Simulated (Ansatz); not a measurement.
**SiC (Moissanite 3C, F-43m): phonons against volume**

Wanted: mode Grüneisen parameters of SiC (Moissanite 3C) and a free-energy fit over volumes.

Method: DFT PBE, scalar-relativistic, plane waves, PAW, in Ansatz 0.2.0.

## 1. The structure

Symmetry: F-43m, No. 216, cubic system. The conventional cell has a = 4.358 Å, b = 4.358 Å, c = 4.358 Å, α = 90.00°, β = 90.00°, γ = 90.00°. Nearest to Si lie 4 C at 1.89 Å. C has 4 Si at 1.89 Å nearest. Farther neighbours are not listed.

Structure file:

```cif
data_structure
_symmetry_space_group_name_H-M 'P 1'
_symmetry_Int_Tables_number 1
_cell_length_a 3.0816
_cell_length_b 3.0816
_cell_length_c 3.0816
_cell_angle_alpha 60.000
_cell_angle_beta 60.000
_cell_angle_gamma 60.000
_cell_volume 20.69
loop_
_atom_site_label
_atom_site_type_symbol
_atom_site_fract_x
_atom_site_fract_y
_atom_site_fract_z
_atom_site_occupancy
Si1 Si 0.00000 0.00000 0.00000 1
C2 C 0.25000 0.25000 0.25000 1
```

## 2. Probe on a coarse mesh

A cheap single point shows whether the cell is a metal or an insulator and how far it is from rest; that sets the k-mesh and the occupations of what follows.

The input, input.yaml:

```yaml
crystal:
  lattice:
    - [0.0, 2.179, 2.179]
    - [2.179, 0.0, 2.179]
    - [2.179, 2.179, 0.0]
  atoms:
    - { symbol: Si, position: [0.0, 0.0, 0.0] }
    - { symbol: C, position: [0.25, 0.25, 0.25] }
kpoints:
  mp_grid: { grid: [8, 8, 8] }
hamiltonian:
  xc: pbe
scf:
  occupations: { method: gaussian, width: 0.1 }
output:
  forces: true
  stress: true
  eigenvalues: true
```

Command:

```bash
$ ansatz run input.yaml --threads 2 --pin off --max-ram 5120MiB --backend cpu --events-out ev --progress --plain --runs-dir out
```

Numbers of over 12 decimals in the logs are rounded to 6 here.

What it wrote:

```text
Engine: ansatz 0.2.0, aarch64-unknown-linux-gnu
Pseudopotentials: kind: paw
Pseudopotential: Si, paw, valence charge 4, recommended cutoff 420 eV (normal), Si.paw.azcp
Pseudopotential: C, paw, valence charge 4, recommended cutoff 420 eV (normal), C.paw.azcp
Functional definition: PBE
  parameter kappa = 0.804
  parameter beta = 0.066725
  exchange = pbe_x(kappa = kappa, mu = beta*pi^2/3)
  correlation = pbe_c(beta = beta)
Crystal: 2 atoms, lattice volume = 20.692 Å³
Basis set: ecut = 420 eV, 411 PW (Γ), exchange–correlation on 48×48×48 points (8 copies of the dense FFT grid, shifted against one another)
Bands: 8, of which v1, the nominal top of the filled ones, is band 4 counted from 1 (3 counted from 0)
Symmetry: 24 space group operations
Space group: F-43m (ITA 216), of the structure as read, at distance tolerance 2.7e-5 Å
k-points: 29 of 512 (time reversal used)
Non-local potential: Si, projectors of the file, l = 0: 2, l = 1: 2, l = 2: 2
Non-local potential: C, projectors of the file, l = 0: 2, l = 1: 2, l = 2: 1
PAW form: soft (Blöchl's): semilocal exchange-correlation on the pseudo side does not see the compensation charge
PAW one-centre angular grid: Si, 110 points (default); XC on 64 Gauss nodes
PAW one-centre angular grid: C, 110 points (default); XC on 64 Gauss nodes
Initial density: superposition of atomic densities (neutral atoms: chi_scale 0, normalization atom), corrected by the library's trained network
Initial wavefunctions: pseudopotential atomic-orbital guess
Functional: x = pbe(κ = 0.804, μ = 0.219515), c = pbe(β = 0.066725)
SCF iter   1: F=—  HF=-887.155860 eV  |F-HF|=—  |Δ(HF+E_count)|=         —  Δρ=2.20e-3  dr2=1.02e-3  ethr=1.77e-3  ⟨swp⟩=5.3  Hψ=1859  notcnv=0
preconditioner: auto → none  [insulator: Δε(μ)=1.336 eV  Ē_g=14.041 eV  σ=0.100 eV  W_gap=1.00  n_scr=0 (ndim 8)  ℏωp=23.1 eV  f_vac=0.000  D(μ)=0.00/eV (n_scr^D=0)  ε∞_Penn≈3.7]
SCF iter   2: F=—  HF=-887.155819 eV  |F-HF|=—  |Δ(HF+E_count)|=   4.13e-5  Δρ=8.27e-4  dr2=8.74e-5  ethr=1.27e-5  ⟨swp⟩=2.1  Hψ=549  notcnv=0
SCF iter   3: F=—  HF=-887.155830 eV  |F-HF|=—  |Δ(HF+E_count)|=   1.12e-5  Δρ=3.58e-4  dr2=6.37e-6  ethr=1.09e-6  ⟨swp⟩=2.6  Hψ=346  notcnv=0
SCF iter   4: F=—  HF=-887.155857 eV  |F-HF|=—  |Δ(HF+E_count)|=   2.65e-5  Δρ=4.02e-5  dr2=3.03e-7  ethr=7.96e-8  ⟨swp⟩=2.2  Hψ=339  notcnv=0
iter 5 did not close the SCF: its close was put off for the readings that it lacked (scf_convergence_deferred on its scf_iter line)
SCF iter   5: F=-887.155857 eV  HF=-887.155857 eV  |F-HF|=1.17e-9  |Δ(HF+E_count)|=   1.15e-7  Δρ=2.99e-6  dr2=1.11e-9  ethr=3.79e-9  ⟨swp⟩=2.2  Hψ=339  notcnv=0
SCF iter   6: F=-887.155857 eV  HF=-887.155857 eV  |F-HF|=4.01e-11  |Δ(HF+E_count)|=   1.81e-9  Δρ=4.14e-7  dr2=2.03e-11  ethr=1.39e-11  ⟨swp⟩=1.6  Hψ=705  notcnv=0
SCF 1 converged in 6 iterations: F = -887.155857 eV  dr2 = 2.03e-11
  greatest PAW one-centre occupation: 0.645 electrons in one spin orbital (limit 2), on the C atom at site 1 (counted from 0), in its partial waves of l = 0
SCF converged after 6 iterations
Free energy (F): -887.155857 eV
Harris-Foulkes:  -887.155857 eV  (|F-HF|=4.01e-11)
Internal energy: -887.155857 eV  (E = F + TS)
E sigma→0 (E₀):  -887.155857 eV
Fermi energy:    10.159922 eV
--- Per-component energies (eV) ---
  E_band       = 28.701197
  E_kinetic    = 135.732770
  E_local      = -104.417977  (includes V_loc(G=0)·N_el)
  E_nonlocal   = 51.846276
  E_hartree    = 32.063244
  E_xc         = -105.503970
  E_vxc        = -109.370898  (∫ρ·V_xc dr)
  E_paw        = -612.092431  (= ΣΔE_a)
  E_vpaw       = -9.215451  (= ΣTr[D̂ρ^β])
  E_aug_tail   = 0.000011  (compensation charges beyond the density's cutoff)
  E_ewald      = -284.783780
  E_smearing   = -0.000000  (= −TS)
  E_closure    = 0.000000  (closes the sum)
  Σ components = -887.155857   (vs F -887.155857, Δ=0.00e0)
--- Forces (eV/Å), atoms counted from 1 ---
  atom   1  Si     0.00000000    -0.00000000     0.00000000
  atom   2  C     -0.00000000     0.00000000     0.00000000
  max |Σ_I F_I| component: 1.85e-16 eV/Å
--- Stress (GPa, compression-positive) ---
        3.269509      -0.000000      -0.000000
       -0.000000       3.269509       0.000000
        0.000000       0.000000       3.269509
  P = ⅓ Tr σ = 3.2695 GPa (32.695 kbar)
--- Band table (eV; the first three rows and the last of 29) ---
  k-point 0: bands = ["-5.9237", "9.4806", "9.4806", "9.4806", "15.6941", "16.7894", "16.7894", "16.7894"]
  k-point 1: bands = ["-5.6190", "7.9968", "9.2799", "9.2799", "15.9420", "17.1402", "17.1402", "17.3076"]
  k-point 2: bands = ["-4.7280", "5.1884", "8.8748", "8.8748", "15.4634", "17.3890", "17.3890", "18.8225"]
  k-point 28: bands = ["-0.6739", "2.4574", "4.4934", "4.7956", "14.6883", "18.9174", "18.9356", "19.2514"]
```

Wall time 0.4 s (2 threads of Arm Neoverse V2, shared host); peak memory 0.25 GiB.

Reading the cycles: dr2 is the Hartree energy of the density residual (eV), the measure of convergence; HF is the Harris–Foulkes estimate of the energy, which meets the free energy F at convergence.

Numbers from this step:

```
pressure          : 3.270 GPa
gap on the k-mesh : 1.359 eV
volume per atom   : 10.35 Å³
```

The start is under 3.3 GPa at this level and looks like an insulator or semiconductor on this mesh.

## 3. Relaxation

Phonons are second derivatives about a minimum, so cell and atoms are relaxed first, inside the symmetry of the start.

input.yaml, the sections that differ from step 2:

```yaml
kpoints:
  mp_grid: { grid: [10, 10, 10] }
scf:
  occupations: { method: gaussian, width: 0.02 }
output:
  forces: true
  stress: true
  eigenvalues: true
  write_density: true
  write_potential: true
  elf: true
  volumetric_format: npy
relax:
  adjacent_minimum: "off"
  f_tol: 0.005
  max_steps: 80
  cell: { stress_tol: 0.05 }
# crystal, hamiltonian: as in step 2
```

What it wrote:

```text
[...]
Crystal: 2 atoms, lattice volume = 20.692 Å³
Basis set: ecut = 420 eV, 411 PW (Γ), exchange–correlation on 48×48×48 points (8 copies of the dense FFT grid, shifted against one another)
Bands: 8, of which v1, the nominal top of the filled ones, is band 4 counted from 1 (3 counted from 0)
Symmetry: 24 space group operations
[...]
k-points: 47 of 1000 (time reversal used)
[...]
SCF iter   1: F=—  HF=-887.156967 eV  |F-HF|=—  |Δ(HF+E_count)|=         —  Δρ=2.26e-3  dr2=1.09e-3  ethr=1.77e-3  ⟨swp⟩=6.1  Hψ=3156  notcnv=0
[...]
SCF iter   6: F=-887.156988 eV  HF=-887.156988 eV  |F-HF|=3.19e-11  |Δ(HF+E_count)|=   2.42e-9  Δρ=3.25e-7  dr2=9.62e-12  ethr=9.42e-12  ⟨swp⟩=4.4  Hψ=1685  notcnv=0
SCF 1 converged in 6 iterations: F = -887.156988 eV  dr2 = 9.62e-12
[...]
relax step   1: F+E_penalty+E_count = -887.15698783 eV  Δ(F+E_penalty+E_count) = +0.000e0 eV  max|allowed force component| = 4.441e-16 eV/Å  Δτ_max = 0.0000 Å  P = +3.270 GPa  Ω = 20.692 Å³  (6 SCF iters, accepted)
Crystal: 2 atoms, lattice volume = 20.854 Å³
[...]
iter 1 solved again at ethr=1.25e-5 eV; its pass at ethr=3.10e-3 eV (dr2=9.99e-4 eV) is discarded
[...]
SCF iter   4: F=-887.159110 eV  HF=-887.159110 eV  |F-HF|=3.33e-8  |Δ(HF+E_count)|=   2.41e-7  Δρ=1.86e-5  dr2=4.74e-8  ethr=2.50e-9  ⟨swp⟩=6.0  Hψ=2018  notcnv=0
SCF 2 converged in 4 iterations: F = -887.159110 eV  dr2 = 4.74e-8
[...]
relax step   2: F+E_penalty+E_count = -887.15911039 eV  Δ(F+E_penalty+E_count) = -2.123e-3 eV  max|allowed force component| = 1.272e-16 eV/Å  Δτ_max = 0.0000 Å  P = +1.516 GPa  Ω = 20.854 Å³  energy of the carried Pulay correction = -2.895e-4 eV  (4 SCF iters, dr2 threshold 2.00e-7 eV, accepted)
Crystal: 2 atoms, lattice volume = 20.996 Å³
[...]
SCF iter   4: F=-887.159540 eV  HF=-887.159540 eV  |F-HF|=3.03e-8  |Δ(HF+E_count)|=   7.35e-8  Δρ=1.71e-5  dr2=4.00e-8  ethr=2.50e-9  ⟨swp⟩=6.0  Hψ=2012  notcnv=0
SCF 3 converged in 4 iterations: F = -887.159540 eV  dr2 = 4.00e-8
[...]
relax step   3: F+E_penalty+E_count = -887.15953963 eV  Δ(F+E_penalty+E_count) = -4.292e-4 eV  max|allowed force component| = 1.180e-16 eV/Å  Δτ_max = 0.0000 Å  P = +0.030 GPa  Ω = 20.996 Å³  energy of the carried Pulay correction = -5.414e-4 eV  (4 SCF iters, dr2 threshold 2.00e-7 eV, accepted)
[...]
relax step   4: F+E_penalty+E_count = -887.16014332 eV  Δ(F+E_penalty+E_count) = -6.037e-4 eV  max|allowed force component| = 1.203e-16 eV/Å  Δτ_max = 0.0000 Å  P = +0.077 GPa  Ω = 20.996 Å³  stress off target by 7.69e-2 GPa  SCF on the basis re-selected at this cell (its energy is not comparable with the rows above)  (5 SCF iters)
[...]
relax step   5: F+E_penalty+E_count = -887.16013202 eV  Δ(F+E_penalty+E_count) = +1.130e-5 eV  max|allowed force component| = 1.596e-16 eV/Å  Δτ_max = 0.0000 Å  P = +0.002 GPa  Ω = 21.003 Å³  energy of the carried Pulay correction = -1.310e-5 eV  (3 SCF iters, dr2 threshold 1.48e-8 eV, accepted)
[...]
SCF iter   5: F=-887.160152 eV  HF=-887.160152 eV  |F-HF|=1.14e-13  |Δ(HF+E_count)|=  2.96e-12  Δρ=9.64e-8  dr2=1.48e-12  ethr=1.00e-12  ⟨swp⟩=5.0  Hψ=1315  notcnv=0
SCF 6 converged in 5 iterations: F = -887.160152 eV  dr2 = 1.48e-12
relax step   6: F+E_penalty+E_count = -887.16015199 eV  Δ(F+E_penalty+E_count) = -1.997e-5 eV  max|allowed force component| = 1.411e-16 eV/Å  Δτ_max = 0.0000 Å  P = +0.002 GPa  Ω = 21.003 Å³  stress off target by 2.22e-3 GPa  SCF on the basis re-selected at this cell (its energy is not comparable with the rows above)  (5 SCF iters)
[...]
SCF converged after 5 iterations
Free energy (F): -887.160152 eV
[...]
Internal energy: -887.160152 eV  (E = F + TS)
E sigma→0 (E₀):  -887.160152 eV
Fermi energy:    9.979268 eV
[...]
--- Stress (GPa, compression-positive) ---
        0.002223       0.000000       0.000000
        0.000000       0.002223       0.000000
        0.000000       0.000000       0.002223
  P = ⅓ Tr σ = 0.0022 GPa (0.022 kbar)
--- Band table (eV; the first three rows and the last of 47) ---
[...]
--- Relaxed structure (4 steps of the walk, 4 accepted, 2 SCFs on fresh bases) ---
  F+E_penalty+E_count = -887.16015199 eV   max|allowed force component| = 1.411e-16 eV/Å   (the final SCF, on the basis selected at the relaxed cell)
  cell:  # Å, volume = 21.0031 Å³
    - [0, 2.189868, 2.189868]
    - [2.189868, 0, 2.189868]
    - [2.189868, 2.189868, 0]
  atoms:
    - { symbol: Si, position: [0, 0, 0] }
    - { symbol: C, position: [0.250000, 0.250000, 0.250000] }
```

Run time: 3.4 s. Hardware: 2 threads; peak memory 0.28 GiB.

Step by step:

| step | energy less that of the first step (eV) | largest force component (eV/Å) | pressure (GPa) | volume (Å³) |
| --- | --- | --- | --- | --- |
| 1 | 0.0000 | 0.0000 | 3.27 | 20.69 |
| 2 | -0.0021 | 0.0000 | 1.52 | 20.85 |
| 3 | -0.0026 | 0.0000 | 0.03 | 21.00 |
| 4* | -0.0032 | 0.0000 | 0.08 | 21.00 |
| 5 | -0.0031 | 0.0000 | 0.00 | 21.00 |
| 6* | -0.0032 | 0.0000 | 0.00 | 21.00 |

Relaxation steps marked * repeat the geometry before them on a plane-wave basis chosen anew for their cell, so energy and pressure can jump there.

Forces are held to the 24 operations that the run works with; a distortion that breaks them can't arise in this run.

| conventional cell, symmetrised | before | after | change |
| --- | --- | --- | --- |
| a (Å) | 4.358 | 4.380 | +0.5 % |
| b (Å) | 4.358 | 4.380 | +0.5 % |
| c (Å) | 4.358 | 4.380 | +0.5 % |
| volume (Å³/atom) | 10.35 | 10.50 | +1.5 % |

The relaxed structure:

```xyz
2
Lattice="0.0000 2.1899 2.1899 2.1899 0.0000 2.1899 2.1899 2.1899 0.0000" Properties=species:S:1:pos:R:3 pbc="T T T"
Si    0.0000    0.0000    0.0000
C     1.0949    1.0949    1.0949
```

Numbers from this step:

```yaml
pressure: 0.002223 GPa
gap_on_the_k_mesh: 1.373 eV
volume_per_atom: 10.50 Å³
```

Electrostatic potential energy in the ac plane of a cell with a along [110], b along [-110] and c along [001] of the cube at fractional y = 0.500, with atoms of Si and C within 0.2 Å of it. With pseudopotentials it is smooth inside the atoms' cores, unlike the true potential.

Values in eV, 7 rows by 16 columns, each cell a mean:
```
 11  11  12  13  13  12  12  11  11  11  12  13  13  12  12  11
 11  11   9   7   7   8  10  11  11  11   9   7   7   8  10  11
 11   7  -7 -27 -32 -16   3  10  11   7  -7 -27 -32 -16   3  10
  8   4 -21 -49 -54 -35  -3   7   8   4 -21 -49 -54 -35  -3   7
-35 -12  -1 -14 -18  -6  -3 -28 -35 -12  -1 -14 -18  -6  -3 -28
-46 -17   7  10  10   9  -2 -38 -46 -17   7  10  10   9  -2 -38
  4   9  12  13  13  13  10   6   4   9  12  13  13  13  10   6
```
Columns run along a (6.2 Å; values clipped at the 3rd and 97th percentile), rows up along c (4.4 Å), edges of the conventional cell, whose origin can differ from the input's. Atoms in or near the plane, at fractional coordinates: Si at (0.75, 0.50), Si at (0.25, 0.50), C at (0.50, 0.25), C at (0.00, 0.25).

ELF in the ac plane of a cell with a along [110], b along [-110] and c along [001] of the cube at fractional y = 0.500, with atoms of Si and C within 0.2 Å of it. It is the smooth field of the valence electrons, not physical close to the nuclei.

Values, 7 rows by 16 columns, each cell a mean:
```
0.24 0.15 0.07 0.05 0.05 0.06 0.10 0.21 0.24 0.15 0.07 0.05 0.05 0.06 0.10 0.21
0.05 0.09 0.18 0.27 0.29 0.23 0.12 0.06 0.05 0.09 0.18 0.27 0.29 0.23 0.12 0.06
0.17 0.24 0.27 0.27 0.28 0.26 0.27 0.20 0.17 0.24 0.27 0.27 0.28 0.26 0.27 0.20
0.66 0.74 0.59 0.28 0.26 0.44 0.72 0.69 0.66 0.74 0.59 0.28 0.26 0.44 0.72 0.69
0.51 0.81 0.88 0.57 0.41 0.81 0.88 0.64 0.51 0.81 0.88 0.57 0.41 0.81 0.88 0.64
0.35 0.64 0.64 0.35 0.25 0.54 0.69 0.46 0.35 0.64 0.64 0.35 0.25 0.54 0.69 0.46
0.70 0.56 0.28 0.07 0.04 0.17 0.45 0.66 0.70 0.56 0.28 0.07 0.04 0.17 0.45 0.66
```
Columns run along a (6.2 Å), rows up along c (4.4 Å), edges of the conventional cell, whose origin can differ from the input's. Atoms in or near the plane, at fractional coordinates: Si at (0.75, 0.50), Si at (0.25, 0.50), C at (0.50, 0.25), C at (0.00, 0.25).

Valence density in the ac plane of a cell with a along [110], b along [-110] and c along [001] of the cube at fractional y = 0.500, with atoms of Si and C within 0.2 Å of it. It is the smooth field of the valence electrons, not physical close to the nuclei.

Ten even steps from '_' (0.1 e/Å³) to '@' (1.8 e/Å³), each cell a mean:
```
__________________________________
__________________________________
__________________________________
______......__________........____
____..........________........____
......______............____......
------..__..----------::____::----
%%**==::..::==**%%##++--....--++##
@@%%==::..::==%%@@@@**::....--**@@
@@**::..__..--**@@%%==..____..==%%
++--..______..--++==::________::++
::..__________..::..__________....
```
Columns run along a (6.2 Å), rows up along c (4.4 Å), edges of the conventional cell, whose origin can differ from the input's. Atoms in or near the plane, at fractional coordinates: Si at (0.75, 0.50), Si at (0.25, 0.50), C at (0.50, 0.25), C at (0.00, 0.25).

The relaxation ends with a pressure of 0.00 GPa.

## 4. Tight relaxation

The thresholds are tightened for a last relaxation ahead of the phonons, and where mesh or smearing change with them the cell follows.

The input, input.yaml:

```yaml
crystal:
  lattice:
    - [0.0, 2.1898675902, 2.1898675902]
    - [2.1898675902, 0.0, 2.1898675902]
    - [2.1898675902, 2.1898675902, 0.0]
  atoms:
    - { symbol: Si, position: [0.0, 0.0, 0.0] }
    - { symbol: C, position: [0.25, 0.25, 0.25] }
kpoints:
  mp_grid: { grid: [12, 12, 12] }
hamiltonian:
  xc: pbe
scf:
  occupations: { method: fixed }
output:
  forces: true
  stress: true
  eigenvalues: true
relax:
  adjacent_minimum: "off"
  f_tol: 0.001
  max_steps: 60
  cell: { stress_tol: 0.01 }
```

What it wrote:

```text
[...]
Crystal: 2 atoms, lattice volume = 21.003 Å³
Basis set: ecut = 420 eV, 411 PW (Γ), exchange–correlation on 48×48×48 points (8 copies of the dense FFT grid, shifted against one another)
Bands: 8, of which v1, the nominal top of the filled ones, is band 4 counted from 1 (3 counted from 0)
Symmetry: 24 space group operations
[...]
k-points: 72 of 1728 (time reversal used)
[...]
P = ⅓ Tr σ = -0.0004 GPa (-0.004 kbar)
--- Band table (eV; the first three rows and the last of 72) ---
[...]
--- Relaxed structure (1 steps of the walk, 1 accepted, 1 SCFs on fresh bases) ---
[...]
cell:  # Å, volume = 21.0031 Å³
    - [0.0, 2.1898675902, 2.1898675902]
    - [2.1898675902, 0.0, 2.1898675902]
    - [2.1898675902, 2.1898675902, 0.0]
  atoms:
    - { symbol: Si, position: [0.0, 0.0, 0.0] }
    - { symbol: C, position: [0.25, 0.25, 0.25] }
[key lines of the parts left out:]
SCF converged after 5 iterations
Free energy (F): -887.160240 eV
Fermi energy:    9.292683 eV
```

The job ended after 2.2 s (2 threads; peak memory 0.28 GiB; 3.7 s of CPU time).

Little changed from the start: no atom moved by 0.005 Å and no cell edge by 0.1 %.

Numbers from this step:

```yaml
pressure: -3.72e-4 GPa
```

The residual pressure is -3.7e-4 GPa, small enough for phonons.

[end of part 1 of 4]

[Logs are printed without paths, hosts, clocks, repeated set-up lines and the standing remarks that a program may print on its own settings, such as how far it seeks lower states.]

[Hosts, paths, dates, database ids (printed as entryN), source tags and the programs' standing remarks are cut or masked in the printed files.]

[A step with changed settings may run another functional than the one named; its input shows which.]

[Of the runs on displaced cells, only some may be shown.]
